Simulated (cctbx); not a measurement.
# A crystallographic session in cctbx: Sm3GaRuS7

Library: cctbx 2025.11. The data are simulated by the first script.

## 1. Simulate the data

run.py:

```python
from cctbx import adptbx, crystal, miller, sgtbx, xray
from cctbx.array_family import flex
from iotbx.shelx import hklf
from scitbx import matrix
import scitbx.random

cs = crystal.symmetry(unit_cell=(9.806, 9.806, 6.182, 90, 90, 120), space_group_symbol='Hall: P 6c')  # P6_3
atoms = [  # label, site, U (iso, or U11 U22 U33 U12 U13 U23 in A^2), occupancy
    ("Sm1", (0.1559, 0.7835, 0.6743), (0.0219, 0.0349, 0.0293, 0.0145, 0.0057, 0.0144), 1),
    ("Ru1", (0, 0, 0.9961), (0.0245, 0.0245, 0.0252, 0.0123, 0.0000, -0.0000), 1),
    ("Ga1", (2/3, 1/3, 0.6025), (0.0300, 0.0300, 0.0227, 0.0150, 0.0000, 0.0000), 1),
    ("S1", (0.8754, 0.7785, 0.7539), (0.0404, 0.0305, 0.0291, 0.0220, 0.0003, 0.0022), 1),
    ("S2", (2/3, 1/3, 0.9775), (0.0332, 0.0332, 0.0334, 0.0166, 0.0000, 0.0000), 1),
    ("S3", (0.4374, 0.9187, 0.9436), (0.0349, 0.0355, 0.0268, 0.0214, -0.0030, 0.0017), 1),
]
xs = xray.structure(crystal_symmetry=cs)
for label, site, u, occ in atoms:
    u = adptbx.u_cif_as_u_star(cs.unit_cell(), u) if isinstance(u, tuple) else u
    xs.add_scatterer(xray.scatterer(label, site=site, u=u, occupancy=occ))
xs.set_inelastic_form_factors(0.6889, "sasaki")
xs.show_summary()
p1 = xs.expand_to_p1()
ms = miller.build_set(p1, anomalous_flag=True, d_min=0.77)
flex.set_random_seed(244099)
scitbx.random.set_random_seed(244099)
ms = ms.select(flex.random_double(ms.size()) < 0.95)
i = ms.structure_factors_from_scatterers(p1, algorithm="direct").f_calc().as_intensity_array().data()
law = matrix.sqr((-1, 1, 0, 0, 1, 0, 0, 0, -1))
mate = flex.miller_index([tuple(matrix.row(h) * law) for h in ms.indices()])
i2 = ms.customized_copy(indices=mate).structure_factors_from_scatterers(p1, algorithm="direct").f_calc().as_intensity_array().data()
i = (1 - 0.4) * i + 0.4 * i2
i = i * 70000 / flex.max(i)
sig = flex.sqrt(i + flex.pow2(0.015 * i) + 2 ** 2)
noise = scitbx.random.variate(scitbx.random.normal_distribution())(i.size())
data = ms.array(data=i + sig * noise, sigmas=sig).set_observation_type_xray_intensity()
with open("data.hkl", "w") as f:
    data.export_as_shelx_hklf(f)
print("reflections written:", data.size(), " <I/sigma> = %.1f" % flex.mean(data.data() / data.sigmas()))
for h, a, b in list(data.sort("data"))[:12]:
    print("%4d%4d%4d %9.1f %7.1f" % (h + (a, b)))
```

```console
$ python run.py
```

```text
Number of scatterers: 6
At special positions: 3
Unit cell: (9.806, 9.806, 6.182, 90, 90, 120)
Space group: P 63 (No. 173)
reflections written: 4484  <I/sigma> = 32.9
  -2   4   0   70212.9  1082.8
   2   2   0   69881.8  1082.8
   2  -4   0   69715.8  1082.8
  -4   2   0   69572.6  1082.8
   4  -2   0   69467.6  1082.8
  -2  -2   0   69101.8  1082.8
   0   0  -2   39035.8   607.9
   0   0   2   38091.7   604.5
   2  -2   1   37223.8   576.9
   0   2  -1   37203.2   577.4
   2  -2  -1   36977.7   577.4
   0   2   1   36614.0   576.9
```

Run time: 0.49 s on 1 thread of Arm Neoverse N1, with other jobs on the host, peak memory 0.07 GiB.

## 2. Symmetry

run.py:

```python
from cctbx import crystal, sgtbx, statistics
from cctbx.array_family import flex
from iotbx.shelx import hklf

p1 = crystal.symmetry(unit_cell=(9.806, 9.806, 6.182, 90, 90, 120), space_group_symbol="P 1")
raw = hklf.reader(file_name="data.hkl").as_miller_arrays(crystal_symmetry=p1, anomalous=True)[0]
print(raw.size(), "reflections to d = %.3f A" % raw.d_min())
isig = raw.data() / raw.sigmas()
print("centring   violations  <I/sigma> of those")
best = "P"
for c in "ABCIRF":
    a = raw.customized_copy(space_group_info=sgtbx.space_group_info("Hall: %s 1" % c)).sys_absent_flags().data()
    m = flex.mean(isig.select(a))
    print("%5s %10d of %5d %8.1f" % (c, (isig.select(a) > 4).count(True), a.count(True), m))
    if (isig.select(a) > 4).count(True) < 0.01 * a.count(True):
        best = c
raw = raw.select(~raw.customized_copy(space_group_info=sgtbx.space_group_info("Hall: %s 1" % best)).sys_absent_flags().data())
isig = raw.data() / raw.sigmas()
rows = []
for s in sgtbx.space_group_symbol_iterator():
    g = sgtbx.space_group(s)
    if g.conventional_centring_type_symbol() != best or not g.is_compatible_unit_cell(p1.unit_cell(), 1e-3, 0.02):
        continue
    rows.append((s, g))
print("Laue class    unique    Rint  (classes that these axes allow; Friedel mates merged)")
rint = {}
for s, g in rows:
    laue = g.build_derived_patterson_group()
    key = laue.type().hall_symbol()
    if key not in rint:
        m = raw.customized_copy(space_group_info=laue.info(), anomalous_flag=False).merge_equivalents()
        rint[key] = m.r_int()
        print("%-14s %6d %7.3f" % (laue.type().lookup_symbol(), m.array().size(), m.r_int()))
floor = min(rint.values())
good = [(s, g) for s, g in rows if rint[g.build_derived_patterson_group().type().hall_symbol()] < 2 * floor + 0.03]
top = max(g.build_derived_patterson_group().order_z() for s, g in good)
print("space group    extra absences  I>4sigma  <I/sigma>")
for s, g in good:
    laue = g.build_derived_patterson_group()
    if laue.order_z() != top:
        continue
    a = raw.customized_copy(space_group_info=g.info()).sys_absent_flags().data()
    a &= ~raw.customized_copy(space_group_info=laue.info()).sys_absent_flags().data()
    bad = (isig.select(a) > 4).count(True)
    if bad <= 0.03 * a.count(True):
        print("%-16s %8d %10d %9s  %s" % (s.universal_hermann_mauguin(), a.count(True), bad, "%.1f" % flex.mean(isig.select(a)) if a.count(True) else "-", "centric" if g.is_centric() else "acentric"))
laue = max(good, key=lambda t: t[1].build_derived_patterson_group().order_z())[1].build_derived_patterson_group()
f = raw.customized_copy(space_group_info=laue.info(), anomalous_flag=False).merge_equivalents().array().eliminate_sys_absent().f_sq_as_f()
f.set_observation_type_xray_amplitude()
bins = max(3, min(8, f.size() // 12))
f.setup_binner(n_bins=bins)
w = statistics.wilson_plot(f, {e: n / laue.order_z() for e, n in {'Sm': 6.0, 'Ru': 2.0, 'Ga': 2.0, 'S': 14.0}.items()}, e_statistics=True)
print("Wilson B = %.2f A^2   <|E^2-1|> = %.3f (0.968 centric, 0.736 acentric)   E^2>4: %.1f %%" % (w.wilson_b, w.mean_e_sq_minus_1, w.percent_e_sq_gt_2))
print("shell (A)         n   <I/sigma>")
m = raw.customized_copy(space_group_info=laue.info(), anomalous_flag=False).merge_equivalents().array().eliminate_sys_absent()
for b in m.setup_binner(n_bins=bins).range_used():
    sel = m.binner().selection(b)
    print("%5.2f - %4.2f %6d %8.1f" % (min(m.binner().bin_d_range(b)[0] if m.binner().bin_d_range(b)[0] > 0 else 99, 99), m.binner().bin_d_range(b)[1], sel.count(True), flex.mean((m.data() / m.sigmas()).select(sel))))
```

```console
$ python run.py
```

```text
4484 reflections to d = 0.771 A
centring   violations  <I/sigma> of those
    A       2183 of  2218     32.9
    B       2196 of  2226     33.0
    C       2225 of  2238     34.3
    I       2194 of  2225     32.8
    R       2983 of  3021     32.7
    F       3302 of  3341     33.4
Laue class    unique    Rint  (classes that these axes allow; Friedel mates merged)
P -1             2359   0.019
P 1 1 2/m        1295   0.020
P -3              793   0.021
P -3 1 m          442   0.084
P -3 m 1          468   0.084
P 6/m             437   0.022
P 6/m m m         277   0.084
space group    extra absences  I>4sigma  <I/sigma>
P 6                     0          0         -  acentric
P 63                    7          0       0.1  acentric
P -6                    0          0         -  acentric
P 6/m                   0          0         -  centric
P 63/m                  7          0       0.1  centric
Wilson B = 2.11 A^2   <|E^2-1|> = 0.612 (0.968 centric, 0.736 acentric)   E^2>4: 0.2 %
shell (A)         n   <I/sigma>
 8.49 - 1.54     63    114.2
 1.54 - 1.22     52    111.7
 1.22 - 1.07     55    103.2
 1.07 - 0.97     54     87.3
 0.97 - 0.90     50     71.8
 0.90 - 0.85     60     77.2
 0.85 - 0.81     47     72.4
 0.81 - 0.77     56     58.3
```

Time: 0.49 s.

## 3. Refinement

run.py:

```python
import math
from cctbx import adptbx, crystal, maptbx, sgtbx, xray
from cctbx.array_family import flex
from cctbx.xray import observations
from iotbx.shelx import hklf
from scitbx.lstbx import normal_eqns_solving
from smtbx import absolute_structure, utils
from smtbx.refinement import constraints, least_squares

cs = crystal.symmetry(unit_cell=(9.806, 9.806, 6.182, 90, 90, 120), space_group_symbol='Hall: P 6c')  # P6_3
atoms = [  # label, site, U (iso, or U11 U22 U33 U12 U13 U23 in A^2), occupancy
    ("Sm1", (0.1606, 0.7837, 0.6793), 0.0200, 1),
    ("Ru1", (0, 0, 0.9968), 0.0200, 1),
    ("Ga1", (2/3, 1/3, 0.5998), 0.0200, 1),
    ("S1", (0.8742, 0.7779, 0.7557), 0.0200, 1),
    ("S2", (2/3, 1/3, 0.9763), 0.0200, 1),
    ("S3", (0.4401, 0.9245, 0.9477), 0.0200, 1),
]
xs = xray.structure(crystal_symmetry=cs)
for label, site, u, occ in atoms:
    u = adptbx.u_cif_as_u_star(cs.unit_cell(), u) if isinstance(u, tuple) else u
    xs.add_scatterer(xray.scatterer(label, site=site, u=u, occupancy=occ))
xs.set_inelastic_form_factors(0.6889, "sasaki")
xs.convert_to_anisotropic()
raw = hklf.reader(file_name="data.hkl").as_miller_arrays(crystal_symmetry=cs, anomalous=True)[0]
merged = raw.eliminate_sys_absent().merge_equivalents()
fo2 = merged.array().set_observation_type_xray_intensity()
print("Rint %.3f, %d unique reflections to %.2f A" % (merged.r_int(), fo2.size(), fo2.d_min()))
for sc in xs.scatterers():
    sc.flags.set_grad_site(True)
    sc.flags.set_grad_u_aniso(sc.flags.use_u_aniso())
    sc.flags.set_grad_u_iso(sc.flags.use_u_iso())
obs = fo2.as_xray_observations()
extra = {}
rep = constraints.reparametrisation(xs, [], utils.connectivity_table(xs), **extra)
ls = least_squares.crystallographic_ls(obs, rep, weighting_scheme=least_squares.mainstream_shelx_weighting(a=0, b=0))
print("cycle     R1     wR2    GooF  max shift (A)")
for cycle in range(8):
    ls.build_up()
    r1, wr2, goof = ls.r1_factor(cutoff_factor=2)[0], ls.wR2(), ls.goof()
    old = xs.sites_cart()
    normal_eqns_solving.levenberg_marquardt_iterations(ls, n_max_iterations=3, tau=1e-06, step_threshold=1e-7)
    big = flex.max((xs.sites_cart() - old).norms())
    print("%4d %7.4f %7.4f %7.3f %9.5f" % (cycle + 1, r1, wr2, goof, big))
    ls.build_up(objective_only=True)
    if abs(ls.wR2() - wr2) < 5e-5 and big < 5e-4:
        break
ls.build_up()
print("final R1 %.4f wR2 %.4f GooF %.3f  parameters %d  data/parameter %.1f" % (ls.r1_factor(cutoff_factor=2)[0], ls.wR2(), ls.goof(), ls.n_parameters, fo2.size() / ls.n_parameters))
cov = ls.covariance_matrix_and_annotations()
su = dict(zip(cov.annotations, (math.sqrt(max(v, 0)) for v in cov.matrix.matrix_packed_u_diagonal())))
a2 = cs.unit_cell().reciprocal_parameters()[0] ** -2
print("atom        x        y        z      Ueq    occ   su(xyz)  su(Uiso or U11)")
for sc in xs.scatterers():
    s = max(su.get(sc.label + k, 0) for k in (".x", ".y", ".z"))
    npd = "" if sc.is_positive_definite_u(cs.unit_cell()) else "  NPD"
    print("%-5s %8.5f %8.5f %8.5f %8.4f %6.3f %8.5f %7.4f%s" % ((sc.label,) + sc.site + (sc.u_iso_or_equiv(cs.unit_cell()), sc.occupancy, s, su.get(sc.label + ".uiso", su.get(sc.label + ".u11", 0) * a2), npd)))
fo = fo2.f_sq_as_f()
fc = fo.structure_factors_from_scatterers(xs, algorithm="direct").f_calc()
diff = fo.f_obs_minus_f_calc(1 / math.sqrt(ls.scale_factor()), fc).average_bijvoet_mates()
m = diff.fft_map(symmetry_flags=maptbx.use_space_group_symmetry, resolution_factor=0.25).apply_volume_scaling()
print("difference map: max %.2f min %.2f rms %.2f" % (m.statistics().max(), m.statistics().min(), m.statistics().sigma()))
peaks = m.peak_search(parameters=maptbx.peak_search_parameters(min_distance_sym_equiv=0.6, max_clusters=6)).all()
near = xs.closest_distances(peaks.sites(), distance_cutoff=4)
sps = cs.special_position_settings(min_distance_sym_equiv=0.5)
for k, (x, h) in enumerate(zip(peaks.sites(), peaks.heights())):
    ss = sps.site_symmetry(x)
    print("Q%-3d %7.4f %7.4f %7.4f %4d %7.2f  %.2f A from %s" % ((k + 1,) + tuple(t % 1 for t in ss.exact_site()) + (ss.multiplicity(), h, near.smallest_distances[k], xs.scatterers()[near.i_seqs[k]].label)))
```

```console
$ python run.py
```

```text
Rint 0.016, 793 unique reflections to 0.77 A
cycle     R1     wR2    GooF  max shift (A)
   1  0.2715  0.5231  42.424   0.05110
   2  0.2018  0.4248  34.455   0.02346
   3  0.2001  0.4227  34.280   0.00671
   4  0.2000  0.4226  34.273   0.00148
   5  0.2000  0.4226  34.272   0.00033
final R1 0.1999 wR2 0.4226 GooF 34.272  parameters 36  data/parameter 22.0
atom        x        y        z      Ueq    occ   su(xyz)  su(Uiso or U11)
Sm1    0.15661  0.78498  0.67471   0.0370  1.000  0.00075  0.0020
Ru1    0.00000  0.00000  1.00206   0.0268  1.000  0.00157  0.0027
Ga1    0.66667  0.33333  0.60772   0.0201  1.000  0.00186  0.0038
S1     0.87775  0.77860  0.75539   0.0375  1.000  0.00350  0.0138
S2     0.66667  0.33333  0.97591   0.0465  1.000  0.00727  0.0153
S3     0.43979  0.92172  0.94786   0.0344  1.000  0.00294  0.0143
difference map: max 12.43 min -8.57 rms 2.54
Q1    0.3333  0.6667  0.1308    2   12.61  0.14 A from Ga1
Q2    0.1675  0.4111  0.7074    6   11.17  0.77 A from Sm1
Q3    0.0000  0.0000  0.0120    2   10.72  0.06 A from Ru1
Q4    0.0154  0.0780  0.1631    6    9.21  1.22 A from Ru1
Q5    0.1050  0.3421  0.7240    6    9.11  1.01 A from Sm1
Q6    0.0360  0.8734  0.7492    6    8.41  1.35 A from S1
```

Time: 0.81 s.

This run holds a fault made on purpose: twinning ignored.

## 4. Refinement (twin law added)

run.py, as its changes from the last script of this kind:

```diff
@@ -33,2 +33,3 @@
-obs = fo2.as_xray_observations()
-extra = {}
+twin = xray.twin_component(sgtbx.rot_mx((-1, 1, 0, 0, 1, 0, 0, 0, -1)), 0.2, True)
+obs = observations.customized_copy(fo2.as_xray_observations(), (), (twin,))
+extra = dict(twin_fractions=(twin,))
@@ -58,11 +59 @@
-fo = fo2.f_sq_as_f()
-fc = fo.structure_factors_from_scatterers(xs, algorithm="direct").f_calc()
-diff = fo.f_obs_minus_f_calc(1 / math.sqrt(ls.scale_factor()), fc).average_bijvoet_mates()
-m = diff.fft_map(symmetry_flags=maptbx.use_space_group_symmetry, resolution_factor=0.25).apply_volume_scaling()
-print("difference map: max %.2f min %.2f rms %.2f" % (m.statistics().max(), m.statistics().min(), m.statistics().sigma()))
-peaks = m.peak_search(parameters=maptbx.peak_search_parameters(min_distance_sym_equiv=0.6, max_clusters=6)).all()
-near = xs.closest_distances(peaks.sites(), distance_cutoff=4)
-sps = cs.special_position_settings(min_distance_sym_equiv=0.5)
-for k, (x, h) in enumerate(zip(peaks.sites(), peaks.heights())):
-    ss = sps.site_symmetry(x)
-    print("Q%-3d %7.4f %7.4f %7.4f %4d %7.2f  %.2f A from %s" % ((k + 1,) + tuple(t % 1 for t in ss.exact_site()) + (ss.multiplicity(), h, near.smallest_distances[k], xs.scatterers()[near.i_seqs[k]].label)))
+print("twin fraction %.3f" % twin.value)
```

```console
$ python run.py
```

```text
Rint 0.016, 793 unique reflections to 0.77 A
cycle     R1     wR2    GooF  max shift (A)
   1  0.1634  0.3688  29.930   0.04782
   2  0.0371  0.0971   7.879   0.00511
   3  0.0150  0.0381   3.091   0.00121
   4  0.0073  0.0176   1.429   0.00038
   5  0.0051  0.0123   0.996   0.00013
   6  0.0047  0.0113   0.919   0.00005
   7  0.0047  0.0112   0.908   0.00002
final R1 0.0047 wR2 0.0112 GooF 0.906  parameters 37  data/parameter 21.4
atom        x        y        z      Ueq    occ   su(xyz)  su(Uiso or U11)
Sm1    0.15588  0.78348  0.67690   0.0286  1.000  0.00002  0.0000
Ru1    0.00000  0.00000  0.99861   0.0247  1.000  0.00004  0.0001
Ga1    0.66667  0.33333  0.60501   0.0276  1.000  0.00006  0.0001
S1     0.87534  0.77846  0.75627   0.0312  1.000  0.00010  0.0003
S2     0.66667  0.33333  0.98007   0.0333  1.000  0.00017  0.0003
S3     0.43733  0.91861  0.94626   0.0306  1.000  0.00008  0.0003
twin fraction 0.400
```

It took 0.93 s on 1 thread of Arm Neoverse N1, on a shared host, peak memory 0.09 GiB.

[Logs are printed without paths, hosts, clocks, repeated set-up lines and the standing remarks that a program may print on its own settings, such as how far it seeks lower states.]
